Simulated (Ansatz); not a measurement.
# AlNi (Pm-3m) under biaxial strain in the (111) plane, part 2 of 2

Wanted: the shifts of the zone-centre modes of AlNi (Pm-3m) with strain.

Ansatz 0.2.0; DFT LDA, scalar-relativistic, plane waves, PAW; PAW set soft_1.

So far, highest optical mode at the zone centre (no LO-TO term) (cm⁻¹): step 5 (zone-centre response at rest) 307; step 7 (strain 4 %) 327.

The database entry behind the starting cell differs from later determinations by our own check (about 0.2 % short), so it need not match the best structure at ambient conditions.

### 8. A member of the series: biaxial strain of -4 % in the (111) plane (continued)

Relaxation path:

```
step  energy less that of the first step (eV)  largest force component (eV/Å)  pressure (GPa)  volume (Å³)
   1                                   0.0000                          0.0000           14.15        21.33
   2                                  -0.0009                          0.0000           13.39        21.40
   3                                  -0.0013                          0.0000           12.51        21.49
   4                                  -0.0013                          0.0000           12.48        21.50
  5*                                  -0.0014                          0.0000           12.49        21.50
   6                                  -0.0014                          0.0000           12.48        21.50
  7*                                  -0.0014                          0.0000           12.48        21.50
```

Relaxation steps marked * repeat the geometry before them on a plane-wave basis chosen anew for their cell, so energy and pressure can jump there.

Forces are held to the 12 operations that the run works with; a distortion that breaks them can't arise in this run.

```
conventional cell, symmetrised  before  after  change
                         a (Å)   3.845  3.845  +0.0 %
                         b (Å)   3.845  3.845  +0.0 %
                         c (Å)   4.998  5.038  +0.8 %
              volume (Å³/atom)   10.66  10.75  +0.8 %
```

The relaxed structure:

```xyz
2
Lattice="2.7819 0.0633 0.0633 0.0633 2.7819 0.0633 0.0633 0.0633 2.7819" Properties=species:S:1:pos:R:3 pbc="T T T"
Al    0.0000    0.0000    0.0000
Ni    1.4542    1.4542    1.4542
```

Numbers from this step:

| Item | Value |
| --- | --- |
| pressure | 12.48 GPa |
| volume per atom | 10.75 Å³ |

The forces vanish by symmetry.

### 9. Zone-centre modes of the member: biaxial strain of -4 % in the (111) plane

The zone-centre modes follow for biaxial strain of -4 % in the (111) plane.

Contents of input.yaml:

```yaml
crystal:
  lattice:
    - [2.781908489, 0.0632685329, 0.0632685329]
    - [0.0632685329, 2.781908489, 0.0632685329]
    - [0.0632685329, 0.0632685329, 2.781908489]
  atoms:
    - { symbol: Al, position: [0.0, 0.0, 0.0] }
    - { symbol: Ni, position: [0.5, 0.5, 0.5] }
kpoints:
  mp_grid: { grid: [16, 16, 16] }
hamiltonian:
  xc: lda
  pseudopotentials: { kind: paw, azcp: { folder: soft_1 }, xc_functional: pbe }
scf:
  occupations: { method: methfessel_paxton, width: 0.2 }
output:
  eigenvalues: true
phonons:
  method: dfpt
```

Run with:

```
ansatz run input.yaml --threads 4 --pin off --max-ram 10240MiB --backend cpu --events-out ev --progress --plain --runs-dir out
```

The job ended after 18 s (4 threads of Arm Neoverse V2, shared host; peak memory 1.3 GiB).

This step gave:

| Item | Value |
| --- | --- |
| sum-rule residual before enforcement | 2.10e-5 eV/Å² |
| highest optical mode at the zone centre (no LO-TO term) | 372.4 cm⁻¹ |
| lowest optical zone-centre mode | 281.4 cm⁻¹ |

Patterns of degenerate modes are one choice out of their space. The modes at Γ (shares of kinetic energy by element, %):

```
mode  frequency (cm⁻¹)  symmetry  Al %  Ni %
   1               0.0  acoustic    31    69
   2               0.0  acoustic    31    69
   3               0.0  acoustic    31    69
   4             281.4       A2u    69    31
   5             372.4        Eu    69    31
   6             372.4        Eu    69    31
```

Displacements in mode 4 (281.4 cm⁻¹), the largest set to 1:
```
Al1  1.00  1.00  1.00
Ni2 -0.46 -0.46 -0.46
```

Displacements in mode 6 (372.4 cm⁻¹), the largest set to 1:
```
Al1 -0.06 -0.94  1.00
Ni2  0.03  0.43 -0.46
```

The lowest optical mode is real, 281 cm⁻¹, and the highest lies at 372.4 cm⁻¹.

Between step 5 and this run (strain -4 %) the value for the highest optical mode at the zone centre (no LO-TO term) moves from 307 cm⁻¹ to 372 cm⁻¹ (+21 %).

### 10. All members side by side

The members are set side by side, also those not shown above.

Stress is positive in compression; energies are extrapolated to zero smearing, and E0 is that at rest; the edges not held and the atoms are relaxed in each cell; all runs use 16×16×16 k points and Methfessel-Paxton smearing of 0.2 eV. State of the crystal along the series:

```
strain (%)  in-plane stress (GPa)  free strain along [111] (%)  E - E0 (meV/atom)
        -4                  18.72                        2.702              50.25
        -3                  13.62                        1.905              27.64
        -2                  8.761                        1.205              11.99
        -1                  4.213                       0.5742               2.93
         0               0.001143                            0                  0
         1                 -3.896                      -0.5197              2.797
         2                 -7.503                      -0.9855              10.95
         3                 -10.84                       -1.399              24.14
         4                 -13.88                       -1.772                 42
```

Optical modes are counted from below at rest and tracked from member to member by their patterns, and modes that stay within 0.3 cm⁻¹ of each other stand once; labels, where given, are those at rest; the edges not held and the atoms are relaxed in each cell; all runs use 16×16×16 k points and Methfessel-Paxton smearing of 0.2 eV. Optical modes along the series:

```
strain (%)  optical mode 1 T1u, doublet (cm⁻¹)  optical mode 2 T1u, singlet (cm⁻¹)
        -4                               372.4                               281.4
        -3                               356.3                               288.6
        -2                                 340                               295.1
        -1                               323.6                               301.3
         0                               307.3                               307.3
         1                               290.9                               312.9
         2                               274.5                                 318
         3                               258.2                               322.5
         4                               241.8                               326.6
```

Value and slope at zero strain of a cubic (a lower polynomial where under five rows exist) through the rows within 2 % of rest. Slopes at rest:

```
                       mode  frequency (cm⁻¹)  shift per percent of strain (cm⁻¹)  shift per GPa of compressive stress (cm⁻¹)
optical mode 1 T1u, doublet             307.3                              -16.37                                        4.04
optical mode 2 T1u, singlet             307.3                                5.81                                       -1.43
```

### 11. Summary of results

| Quantity | Value |
| --- | --- |
| members | 9 |
| highest optical mode at the zone centre (no LO-TO term), at rest | 307.3 cm⁻¹ |
| biaxial modulus in the (111) plane | 405 GPa |
| optical mode 1 T1u, doublet, shift per percent | -16.37 cm⁻¹ |
| optical mode 2 T1u, singlet, shift per percent | 5.81 cm⁻¹ |

The stress changes by 4.05 GPa for each percent, a biaxial modulus of 405 GPa in the (111) plane. For each percent the free edge responds with -0.55 %. The strain lowers the symmetry: the level at 307.3 cm⁻¹ splits, into 372.4 and 281.4 cm⁻¹ at -4 %. The fastest shift in the table of slopes is -16.4 cm⁻¹ for each percent (optical mode 1 T1u, doublet), or 4.0 cm⁻¹ for each GPa of compressive stress. For small strain, the measured shift of a line that Raman or infrared light can see, divided by its slope, estimates the stress, if the state of stress is of this kind. These are harmonic frequencies at zero temperature: anharmonic shifts, linewidths and thermal expansion are left out. With no gap, or one that is small against the smearing, the frequencies hang on the k mesh and the smearing, most of all near Kohn anomalies. The runs are without spin polarisation, although the cell has an odd electron count. The PAW files were made for PBE; the program adapts parts of them to the functional of the run, but their partial waves stay those of PBE, an approximation that was not tested in this session. Only the zone centre was solved, so an instability at another wavevector cannot show here.

[Logs are printed without paths, hosts, clocks, repeated set-up lines and the standing remarks that a program may print on its own settings, such as how far it seeks lower states.]

[Hosts, paths, dates, database ids (printed as entryN), source tags and the programs' standing remarks are cut or masked in the printed files.]
